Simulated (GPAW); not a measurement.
# linear Cr chain, spacing 2.826 A: parallel, opposed and spinless runs, part 2 of 2

Wanted: the moments of linear Cr chain, spacing 2.826 A and the energy of each order that was tried.

GPAW 26.7.0; LDA; plane waves with GPAW's PAW setups, scalar-relativistic.

So far. Step 3 (Run 2 (antiferro q=(0,0,1/2) +-)): It lies 92.3 meV a seeded atom under the first start, and its largest moment is 3.88 μB against 3.90 μB. Step 4 (Start 3: no spin polarisation): It lies 2493 meV a seeded atom over the first start.

### 5. A faulty input

A slip in the input shows what the program catches and what it lets pass.

run.py reads:

```python
import json
import numpy as np
from ase import Atoms
from ase.parallel import paropen, parprint
from gpaw import GPAW

atoms = Atoms(['Cr'],
    cell=[[12.0, 0.0, 0.0],
         [0.0, 12.0, 0.0],
         [0.0, 0.0, 2.826]],
    scaled_positions=[[0.5, 0.5, 0.0]],
    pbc=True,
    magmoms=[2.5])
atoms.calc = GPAW(mode={'name': 'pw', 'ecut': 120},
    xc='LDA',
    kpts={'size': (1, 1, 10), 'gamma': True},
    occupations={'name': 'fermi-dirac', 'width': 0.1},
    convergence={'density': 1e-05, 'energy': 1e-05},
    maxiter=60,
    txt='run.txt')
e = atoms.get_potential_energy(force_consistent=True)
res = {'free_energy': e, 'energy_sigma0': atoms.get_potential_energy(), 'fermi_energy': atoms.calc.get_fermi_level()}
res['moments'] = atoms.get_magnetic_moments().tolist()
res['total'] = atoms.get_magnetic_moment()
parprint('site moments (muB):', np.round(res['moments'], 3))
parprint(f"total moment: {res['total']:.3f} muB")
parprint(f'free energy: {e:.6f} eV')
atoms.calc.write('run.gpw')
with paropen('results.json', 'w') as f:
    json.dump(res, f)
```

Run with:

```console
$ OMP_NUM_THREADS=1 python3 run.py > run.log
```

The log of the run:

```text
site moments (muB): [3.758]
total moment: 4.918 muB
free energy: 15.625372 eV

--- run.txt ---
Input parameters:
  mode=PW(ecut=120),
  convergence={'density': 1e-05, 'energy': 1e-05},
  kpts=MonkhorstPack(size=(1, 1, 10), gamma=True),
  maxiter=60,
  occupations=Occupations(name='fermi-dirac', width=0.1),
  xc=XC(name='LDA')

Diagonalizing LCAO Hamiltonian
Converting LCAO to pw mode
        .----------------------------.
       /|                            |
      / |                            |
     /  .----------------------------.
    /  /                            /
   /  /                            /
  /  /                            /
 *  /              Cr            /
 | /                            /
 |/                            /
 *----------------------------*

Atoms  # Å, Bohr magnetons
|   | symbol |        x |        y |        z |    initial magnetic moments |
|---|--------|----------|----------|----------|-----------------------------|
| 0 |     Cr | 6.000000 | 6.000000 | 0.000000 | ( 0.0000,  0.0000,  2.5000) |

Number of symmetries: 16

BZ-sampling:
  Number of BZ points: 10
  Number of IBZ points: 6

  Monkhorst-Pack size: [1, 1, 10]
  Monkhorst-Pack shift: [0.0, 0.0, 0.05]

Plane wave coefficients: 1225
Cutoff: 120.0 eV

Spin-components: 2 (collinear spins)
Bands:           9
Projectors:      6
Spin-degeneracy: 1
Datatype:        complex128

Parallelization:
  kpt:    1
  domain: 1
  band:   1

Density:
  Valence electrons: 6.0
  Components: 2
  Grid points: [32 32  8]
  Charge: 0.0  # |e|

Potential:
  Grid points: [32 32  8]

[... setups left out ...]
Reference energy: -28526.683362  # eV

convergence criteria:
- Maximum integral of absolute [dens]ity change: 1e-05 electrons / valence electron
- Maximum [total energy] change in last 3 cyles: 1e-05 eV / valence electron
- Maximum integral of absolute [eigenst]ate change: 4e-08 eV^2 / valence electron
maximum number of iterations: 60

SCF iterations
|iter     |      energy | eigst |  dens |  magmom |
|---------|-------------|-------|-------|---------|
|iter:   1|       0s |   13.586894 | -0.21 |       |  +2.4967|
|iter:   2|       0s |   14.585772 | -1.03 | -0.21 |  +2.5301|
|iter:   3|       0s |   15.854607 | -0.90 | -0.33 |  +2.7435|
|iter:   4|       0s |   15.881826 | -1.16 | -0.43 |  +3.3811|
|iter:   5|       1s |   15.714789 | -2.41 | -0.57 |  +4.0257|
|iter:   6|       1s |   15.653803 | -2.13 | -0.73 |  +4.8698|
|iter:   7|       1s |   15.653174 | -3.40 | -1.37 |  +4.8277|
|iter:   8|       1s |   15.651564 | -3.43 | -1.49 |  +4.9227|
|iter:   9|       1s |   15.651567 | -4.54 | -2.24 |  +4.9127|
|iter:  10|       1s |   15.651382 | -5.12 | -2.53 |  +4.9219|
|iter:  11|       1s |   15.651451 | -6.08 | -3.08 |  +4.9176|
|iter:  12|       1s |   15.651448 | -6.67 | -3.64 |  +4.9178|
|iter:  13|       1s |   15.651452c| -7.50c| -4.29 |  +4.9176|
|iter:  14|       1s |   15.651451c| -7.91c| -4.56 |  +4.9176|
|iter:  15|       1s |   15.651450c| -8.13c| -5.23c|  +4.9176|

Converged in 15 steps
Energy contributions relative to reference atoms: (reference = -28526.683362)

Energy contributions:
  Kinetic:        -123.132168
  Coulomb:         129.564250
  Zero:             -0.064763
  External:          0.000000
  Xc:                9.310209
  Entropy:          -0.052156
  Spinorbit:         0.000000
  ----------------------------
  Free energy:      15.625372
  Extrapolated:     15.651450

dipole moment: (0.000066, 0.000066, -7.626434)  # |e|*Ang

Total magnetic moment: (0.000000, 0.000000, 4.917631)

Local magnetic moments
|        x |        y |        z |
|----------|----------|----------|
| 0.000000 | 0.000000 | 3.757761 |  # Cr   0

Fermi level: -3.693
Eigenvalues  # (at kpt = [0.000, 0.000, 0.000])
| band index |      eig [eV] | occ [0-1] |      eig [eV] | occ [0-1] |
|------------|---------------|-----------|---------------|-----------|
|          0 |        -7.783 |     1.000 |        -5.681 |     1.000 |
|          1 |        -6.039 |     1.000 |        -3.430 |     0.067 |
|          2 |        -4.018 |     0.963 |        -1.479 |     0.000 |
|          3 |        -3.916 |     0.903 |        -1.479 |     0.000 |
|          4 |        -3.761 |     0.664 |        -0.841 |     0.000 |
|          5 |        -3.761 |     0.664 |        -0.733 |     0.000 |
|          6 |        -2.524 |     0.000 |        -0.380 |     0.000 |
|          7 |        -2.524 |     0.000 |        -0.380 |     0.000 |
|          8 |        -0.260 |     0.000 |        -0.079 |     0.000 |

No gap
No difference between direct/indirect transitions
```

Elapsed: 3.1 s, on 1 MPI rank of AMD EPYC 9R45, shared host; peak memory 0.14 GiB.

The run converged, but its input is faulty, so its numbers are not to be trusted.

The fault in the input: a cutoff far too low.

The largest moment is 3.76 μB against 3.90 μB in the first run, and the free energy lies +21.7 eV from it.

So small a basis of waves describes the states badly; the cutoff must rise until moments and differences stand still.

### 6. Energies of the orders

These are free energies at a smearing of 0.1 eV, so its entropy term is in the differences. They are divided by the number of seeded atoms, so that cells of unlike size compare. Wavevectors q in the names are fractions of the reciprocal vectors of the first run's cell.

Orders:

```tsv
start	final state	typed order kept	energy over the lowest (meV a seeded atom)	largest site moment (μB)	net moment (μB a primitive cell)	mesh matched	CPU time (s)
ferro +	ferromagnetic	yes	92.33	3.904	5.015	yes	17.15
antiferro q=(0,0,1/2) +-	antiferromagnetic	yes	0	3.884	0	yes	41.48
no spin polarisation	non-magnetic	-	2586	0	0	yes	9.69
```

### 7. What came out

```json
{
  "lowest state found": "antiferromagnetic (typed antiferro q=(0,0,1/2) +-)",
  "largest site moment": "3.88 μB",
  "next state": "ferromagnetic, 92.3 meV a seeded atom higher",
  "energy gained by spin polarisation": "2586 meV a seeded atom"
}
```

**Reading.** The lowest state found is antiferromagnetic, reached from the start antiferro q=(0,0,1/2) +-, with moments up to 3.88 μB. The next state costs 92 meV a seeded atom. This is the lowest of 3 finished starts, no proof of the ground state.

[Logs and program files are shortened in this print: banners, set-up blocks, solver, clock and traceback lines can be left out without a mark of their own.]

[Logs are printed without paths, hosts, clocks, repeated set-up lines and the standing remarks that a program may print on its own settings, such as how far it seeks lower states.]

[Hosts, paths, dates, database ids (printed as entryN), source tags and the programs' standing remarks are cut or masked in the printed files.]

[Where a cell is said to come from a database of computed structures, the database is the Materials Project.]
